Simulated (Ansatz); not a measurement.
# BaH2 (Pnma): band gap by G0W0 on HSE06

Wanted: the gap of BaH2 (Pnma) with a many-body correction, and the time that it takes.

Method: HSE06, then G0W0 on it, plane waves, PAW, in Ansatz 0.2.0.

## 1. The starting structure

It takes space group Pnma (No. 62, orthorhombic). Conventional cell: a = 6.792 Å, b = 4.168 Å, c = 7.858 Å, α = 90.00°, β = 90.00°, γ = 90.00°. Nearest to Ba lie 9 H at 2.50 to 3.00 Å. H has 5 Ba at 2.68 to 3.00 Å nearest. Nearest to H lie 4 Ba at 2.50 to 2.68 Å. Farther neighbours are not listed.

The cell and positions come from the Crystallography Open Database and are kept as given unless a step says otherwise. Spin-orbit coupling is left out unless a step names it.

The logs state that the PAW files were generated under PBE.

## 2. HSE06 levels on the mesh and at listed points

HSE06 mixes in a quarter of exact exchange at short range.

This step: DFT, HSE06, plane waves, PAW; PAW set soft_1.

input.yaml reads:

```yaml
crystal:
  lattice:
    - [6.792, 0.0, 0.0]
    - [0.0, 4.168, 0.0]
    - [0.0, 0.0, 7.858]
  atoms:
    - { symbol: Ba, position: [0.26029, 0.25, 0.88863] }
    - { symbol: Ba, position: [0.23971, 0.75, 0.38863] }
    - { symbol: Ba, position: [0.76029, 0.25, 0.61137] }
    - { symbol: Ba, position: [0.73971, 0.75, 0.11137] }
    - { symbol: H, position: [0.043, 0.25, 0.174] }
    - { symbol: H, position: [0.457, 0.75, 0.674] }
    - { symbol: H, position: [0.543, 0.25, 0.326] }
    - { symbol: H, position: [0.957, 0.75, 0.826] }
    - { symbol: H, position: [0.646, 0.25, 0.9135] }
    - { symbol: H, position: [0.854, 0.75, 0.4135] }
    - { symbol: H, position: [0.146, 0.25, 0.5865] }
    - { symbol: H, position: [0.354, 0.75, 0.0865] }
kpoints:
  mp_grid: { grid: [2, 4, 2] }
  band_path:
    path:
      - [0.0, 0.0, 0.0]
      - [0.5, 0.0, 0.0]
      - [0.5, 0.5, 0.0]
      - [0.0, 0.5, 0.0]
      - [0.0, 0.0, 0.5]
      - [0.5, 0.0, 0.5]
      - [0.5, 0.5, 0.5]
      - [0.0, 0.5, 0.5]
      - [0.25, 0.0, 0.0]
      - [0.5, 0.35, 0.0]
      - [-0.5, 0.3333333333, 0.0]
    npoints: 1
hamiltonian:
  xc: hse06
  pseudopotentials: { kind: paw, azcp: { folder: soft_1 } }
scf:
  occupations: { method: fixed }
  n_extra_bands: 8
output:
  eigenvalues: true
```

On the command line:

```sh
$ ansatz run input.yaml --threads 3 --pin off --max-ram 92160MiB --backend cuda --events-out ev --progress --plain --runs-dir out --devices 1 --max-vram 13GiB
```

Numbers of over 12 decimals in the logs are rounded to 6 here.

The log of the run:

```text
scf.n_extra_bands = 8 over 24 filled bands (N_el = 48.0): the run solves 32 bands
GPUs: using 1 of 1 available (devices: 1).
Engine: ansatz 0.2.0, x86_64-unknown-linux-gnu
Pseudopotentials: kind: paw
Pseudopotential: Ba, paw, valence charge 10, recommended cutoff 420 eV (normal), soft_1/Ba.paw.azcp
Pseudopotential: H, paw, valence charge 1, recommended cutoff 420 eV (normal), soft_1/H.paw.azcp
Functional definition: HSE06
  parameter a = 0.25
  parameter omega = 0.11/bohr
  exchange = pbe_x - a*pbe_x_sr(omega) + a*exact_x_sr(omega)
  correlation = pbe_c
davidson cushion auto → on  (no smearing: the cushion is to keep the highest requested band from converging to the state above it; pin scf.eigensolver.cushion to override)
device memory: the entry about to start is reckoned to put 1.5 GiB on a device that reports 59.9 GiB free (of which the cap on the GPU budget leaves the run 13.0 GiB)
GPU FFT provider: cuFFT
GPU libraries: cuBLAS 13.8.2, cuFFT 12.4.0, cuSOLVER 12.3.4
Crystal: 12 atoms, lattice volume = 222.453 Å³
Basis set: ecut = 420 eV, 4329 PW (Γ)
Bands: 32, of which v1, the nominal top of the filled ones, is band 24 counted from 1 (23 counted from 0)
Symmetry: 8 space group operations
Space group: Pnma (ITA 62), of the structure as read, at distance tolerance 6.1e-5 Å
k-points: 12 of 16
Non-local potential: Ba, projectors of the file, l = 0: 3, l = 1: 2, l = 2: 2, l = 3: 2
Non-local potential: H, projectors of the file, l = 0: 2, l = 1: 1
PAW form: soft (Blöchl's): semilocal exchange-correlation on the pseudo side does not see the compensation charge
PAW frozen core: Ba, regenerated for the run's functional, and the local potential with it (the file was generated under x = pbe(κ = 0.804, μ = 0.219515), c = pbe(β = 0.066725))
PAW one-centre angular grid: Ba, 194 points (default); XC on 64 Gauss nodes
PAW one-centre angular grid: H, 110 points (default); XC on 64 Gauss nodes
Initial density: superposition of atomic densities (chi_scale 0.1, normalization cell, long waves kept (reshape's long-wave potential 0.00 eV rms))
Initial wavefunctions: pseudopotential atomic-orbital guess
GPU buffer pool allocated for 77760 grid points (all kernels)
GPU transforms: local potential and band sums: pruned to the plane-wave sphere, on 45×27×54
Functional: x = pbe(κ = 0.804, μ = 0.219515), c = pbe(β = 0.066725), warm-up for x = pbe(κ = 0.804, μ = 0.219515) + 0.25 (exact − pbe) at short range (hse, ω = 0.207870 Å⁻¹), c = pbe(β = 0.066725); HSE06 as pw.x's `hse` composes it (authors' and Libxc's form: `xc: wpbeh`)
SCF iter   1: F=—  HF=-23933.624253 eV  |F-HF|=—  |Δ(HF+E_count)|=         —  Δρ=4.98e-2  dr2=6.41e0  ethr=1.00e-1  ⟨swp⟩=7.4  Hψ=1359  notcnv=0
preconditioner: auto → none  [insulator: Δε(μ)=3.715 eV  Ē_g=11.388 eV  n_scr=38 (ndim 8)  ℏωp=15.7 eV  f_vac=0.000]
iter 2 solved again at ethr=7.46e-4 eV; its pass at ethr=1.34e-2 eV (dr2=3.58e-1 eV) is discarded
SCF iter   2: F=—  HF=-23931.760055 eV  |F-HF|=—  |Δ(HF+E_count)|=    1.86e0  Δρ=1.13e-2  dr2=3.61e-1  ethr=7.46e-4  ⟨swp⟩=5.3  Hψ=2069  notcnv=0  defer=8
SCF iter   3: F=—  HF=-23931.776109 eV  |F-HF|=—  |Δ(HF+E_count)|=   1.61e-2  Δρ=2.84e-3  dr2=1.62e-2  ethr=7.46e-4  ⟨swp⟩=3.1  Hψ=971  notcnv=0
SCF iter   4: F=—  HF=-23931.794759 eV  |F-HF|=—  |Δ(HF+E_count)|=   1.87e-2  Δρ=6.74e-4  dr2=1.49e-3  ethr=3.38e-5  ⟨swp⟩=4.5  Hψ=1137  notcnv=0
SCF iter   5: F=-23931.795371 eV  HF=-23931.795343 eV  |F-HF|=2.75e-5  |Δ(HF+E_count)|=   5.84e-4  Δρ=1.93e-4  dr2=8.32e-5  ethr=3.11e-6  ⟨swp⟩=4.4  Hψ=1286  notcnv=0
SCF 1 stopped early in 5 iterations: F = -23931.795371 eV  dr2 = 8.32e-5
  greatest PAW one-centre occupation: 0.956 electrons in one spin orbital (limit 2), on the Ba atom at site 2 (counted from 0), in its partial waves of l = 0
device memory: the entry about to start is reckoned to put 1.9 GiB (of the 2.1 GiB reckoned in all, the device holds 0.2 GiB already) on a device that reports 60.6 GiB free (of which the cap on the GPU budget leaves the run 12.8 GiB)
GPU FFT provider: cuFFT
GPU libraries: cuBLAS 13.8.2, cuFFT 12.4.0, cuSOLVER 12.3.4
Initial density: handed on by an earlier stage of this run
Initial wavefunctions: those handed on with the density
GPU buffer pool allocated for 77760 grid points (all kernels)
GPU transforms: local potential and band sums: pruned to the plane-wave sphere, on 45×27×54
Functional: x = pbe(κ = 0.804, μ = 0.219515) + 0.25 (exact − pbe) at short range (hse, ω = 0.207870 Å⁻¹), c = pbe(β = 0.066725); HSE06 as pw.x's `hse` composes it (authors' and Libxc's form: `xc: wpbeh`)
Exchange kernel: α = 0.2500, screened, ω = 0.2079 Å⁻¹, Wigner–Seitz truncation, v(0) = 1027.3742 eV·Å³, q-mesh 2×4×2, nearest image of the exchange supercell L = 13.58 Å, pair-density grid 30×20×36, without the augmentation charges, whose exchange is taken in its separable form by FFT convolution over the k-point mesh (sized by the pseudopotential files, 45×30×54 at the most), smooth part of the exact exchange by density-matrix convolution in up to 3.31 GiB of GPU memory as planned if the GPU has room (build and FFT work areas not counted)
Frozen-core exchange: fock
SCF iter   1: F=—  HF=-23951.961867 eV  |F-HF|=—  |Δ(HF+E_count)|=         —  Δρ=2.03e-3  dr2=1.40e-2  ethr=1.73e-6  ⟨swp⟩=8.5  Hψ=2195  notcnv=0
preconditioner: auto → none  [insulator: Δε(μ)=4.058 eV  Ē_g=12.827 eV  n_scr=38 (ndim 8)  ℏωp=15.7 eV  f_vac=0.000]
SCF iter   2: F=—  HF=-23951.957622 eV  |F-HF|=—  |Δ(HF+E_count)|=   4.24e-3  Δρ=1.01e-3  dr2=1.76e-3  ethr=1.73e-6  ⟨swp⟩=4.4  Hψ=1494  notcnv=0
SCF iter   3: F=—  HF=-23951.969045 eV  |F-HF|=—  |Δ(HF+E_count)|=   1.14e-2  Δρ=3.54e-4  dr2=4.02e-4  ethr=1.70e-6  ⟨swp⟩=4.8  Hψ=1385  notcnv=0  defer=2
SCF iter   4: F=—  HF=-23951.968936 eV  |F-HF|=—  |Δ(HF+E_count)|=   1.09e-4  Δρ=8.94e-5  dr2=3.91e-5  ethr=8.02e-7  ⟨swp⟩=3.0  Hψ=1033  notcnv=0
SCF iter   5: F=—  HF=-23951.969206 eV  |F-HF|=—  |Δ(HF+E_count)|=   2.70e-4  Δρ=9.38e-5  dr2=2.25e-5  ethr=2.36e-8  ⟨swp⟩=5.1  Hψ=1453  notcnv=0  defer=2
SCF iter   6: F=-23951.969197 eV  HF=-23951.969198 eV  |F-HF|=5.74e-8  |Δ(HF+E_count)|=   8.73e-6  Δρ=6.66e-6  dr2=6.94e-7  ethr=2.36e-8  ⟨swp⟩=3.0  Hψ=1043  notcnv=0
SCF 2 stopped early in 6 iterations: F = -23951.969197 eV  dr2 = 6.94e-7
  greatest PAW one-centre occupation: 0.957 electrons in one spin orbital (limit 2), on the Ba atom at site 1 (counted from 0), in its partial waves of l = 0
hybrid outer 1: dexx = +1.304e-2 eV, tail = 1.69e-5 eV
GPU FFT provider: cuFFT
GPU libraries: cuBLAS 13.8.2, cuFFT 12.4.0, cuSOLVER 12.3.4
GPU buffer pool allocated for 77760 grid points (all kernels)
GPU transforms: local potential and band sums: pruned to the plane-wave sphere, on 45×27×54
Exchange kernel: α = 0.2500, screened, ω = 0.2079 Å⁻¹, Wigner–Seitz truncation, v(0) = 1027.3742 eV·Å³, q-mesh 2×4×2, nearest image of the exchange supercell L = 13.58 Å, pair-density grid 30×20×36, without the augmentation charges, whose exchange is taken in its separable form by FFT convolution over the k-point mesh (sized by the pseudopotential files, 45×30×54 at the most), smooth part of the exact exchange by density-matrix convolution in up to 3.31 GiB of GPU memory as planned if the GPU has room (build and FFT work areas not counted)
Frozen-core exchange: fock
SCF iter   1: F=—  HF=-23951.969407 eV  |F-HF|=—  |Δ(HF+E_count)|=         —  Δρ=2.69e-5  dr2=1.37e-6  ethr=1.76e-7  ⟨swp⟩=3.6  Hψ=1015  notcnv=0
preconditioner: auto → none  [insulator: Δε(μ)=4.052 eV  Ē_g=12.862 eV  n_scr=38 (ndim 8)  ℏωp=15.7 eV  f_vac=0.000]
iter 2 solved again at ethr=1.35e-10 eV; its pass at ethr=2.51e-9 eV (dr2=6.47e-8 eV) is discarded
SCF iter   2: F=—  HF=-23951.969407 eV  |F-HF|=—  |Δ(HF+E_count)|=   3.64e-7  Δρ=9.20e-6  dr2=1.18e-7  ethr=1.35e-10  ⟨swp⟩=3.3  Hψ=2171  notcnv=0
eigensolver tolerance schedule calibrated: the retry pair's looser diagonalisation under-reported the residual by θ = 0.13 (0.10/decade); ethr = c·dr2/N_el runs at the constant in force after the calibration composes with the one it found (an armed cap, an earlier calibration), c = 9.4e-2
SCF iter   3: F=-23951.969407 eV  HF=-23951.969407 eV  |F-HF|=3.57e-8  |Δ(HF+E_count)|=   3.29e-8  Δρ=4.28e-6  dr2=8.07e-8  ethr=1.35e-10  ⟨swp⟩=3.5  Hψ=1246  notcnv=0
SCF 3 converged in 3 iterations: F = -23951.969407 eV  dr2 = 8.07e-8
  greatest PAW one-centre occupation: 0.957 electrons in one spin orbital (limit 2), on the Ba atom at site 3 (counted from 0), in its partial waves of l = 0
hybrid outer 2: dexx = +4.252e-7 eV, tail = 1.80e-7 eV, Δε = 6.62e-4 eV (about 6.35e-5 eV left of the loop's levels)
device memory: the entry about to start is reckoned to put 0.8 GiB on a device that reports 60.5 GiB free (of which the cap on the GPU budget leaves the run 13.0 GiB)
NSCF: frozen V_eff on 11 k-points
hybrid SCF converged: 2 outer / 9 inner (+5 warm-up), last move |dexx| = 4.25e-7 eV, tail = 1.80e-7 eV
Stability not checked: this state was not tested for a lower state beside it, because the functional holds exact exchange (a hybrid, or Hartree-Fock), whose exchange loop this test does not read (fock_operator; see scf.lower_state_search)
Free energy (F): -23951.969407 eV
Frozen-core exchange: fock
Harris-Foulkes:  -23951.969407 eV  (|F-HF|=3.57e-8)
Internal energy: -23951.969407 eV  (E = F + TS)
E sigma→0 (E₀):  -23951.969407 eV
Fermi energy:    4.019162 eV
--- Per-component energies (eV) ---
  E_band       = -328.684583
  E_kinetic    = 740.429362
  E_local      = -1382.190665  (includes V_loc(G=0)·N_el)
  E_nonlocal   = 375.125023
  E_hartree    = 388.428274
  E_xc         = -692.800830
  E_vxc        = -487.085252  (∫ρ·V_xc dr)
  E_exx        = -89.302770  (= α·E_x^exact, valence–valence)
  E_paw        = -20887.397212  (= ΣΔE_a)
  E_vpaw       = -173.202518  (= ΣTr[D̂ρ^β])
  E_aug_tail   = -0.007140  (compensation charges beyond the density's cutoff)
  E_ewald      = -2403.660525
  E_core_change = -0.592924  (= ΣΔE_core)
  E_smearing   = -0.000000  (= −TS)
  E_closure    = -0.000000  (closes the sum)
  Σ components = -23951.969407   (vs F -23951.969407, Δ=0.00e0)
--- Band table (eV; the first three rows and the last of 12) ---
  k-point 0: bands = [... 20 lower, 3.2924, 3.4035, 3.8469, 4.0192, 8.6789, 8.9675, 9.3175, 9.6411, ... 4 higher]
  k-point 1: bands = [... 20 lower, 3.5265, 3.5265, 3.7749, 3.7749, 8.4446, 8.4446, 8.8820, 8.8820, ... 4 higher]
  k-point 2: bands = [... 20 lower, 3.1845, 3.4523, 3.4621, 3.5783, 8.3960, 8.5783, 9.2152, 9.5409, ... 4 higher]
  k-point 11: bands = [... 20 lower, 3.3973, 3.3973, 3.3973, 3.3973, 8.6042, 8.6042, 8.6042, 8.6042, ... 4 higher]
```

Elapsed: 30 s, on 1 × NVIDIA H100 80GB HBM3 (shared by 6 runs) with 3 threads of AMD EPYC 7R13 (Zen 3), shared host; peak memory 1.3 GiB; 30 s of CPU time.

This step gave:

* gap: 3.901 eV
* valence top at: Γ
* conduction bottom at: k = (0.500, 0.350, 0.000)
* least direct gap: 4.506 eV
* exact-exchange fraction: 0.25

Over mesh and listed points the gap is 3.901 eV, from k = Γ to k = (0.500, 0.350, 0.000). The least direct gap found is 4.506 eV, at k = (-0.500, 0.333, 0.000). On the 2×4×2 mesh alone the same run gives 4.051 eV, so that mesh misses an edge of HSE06: 4.051 − 3.901 = +0.150 eV.

(Part 1 of 2 ends here.)

[Paths, hosts, dates, memory and timing lines, banners, echoed tables and standing remarks are left out of the program output.]

[Logs are printed without paths, hosts, clocks, repeated set-up lines and the standing remarks that a program may print on its own settings, such as how far it seeks lower states.]

[Runs of the session that timed out or met a known fault of the program may be left out.]

[Cells called generated may have been cut or substituted from an entry of the Crystallography Open Database or the Materials Project.]

[Hosts, paths, dates, database ids (printed as entryN), source tags and the programs' standing remarks are cut or masked in the printed files.]

[Where an RPA ε∞ is given, it is that of the G0W0 mesh and is not shown converged in it. Names of k-points follow the symmetry that the program found, which can be lower than the space group named. Band edges on a path are those of the sampled points; other points can move an edge, and change direct to indirect where valleys lie close.]

[Hybrid gaps are those of their k-mesh and are not shown converged in it.]
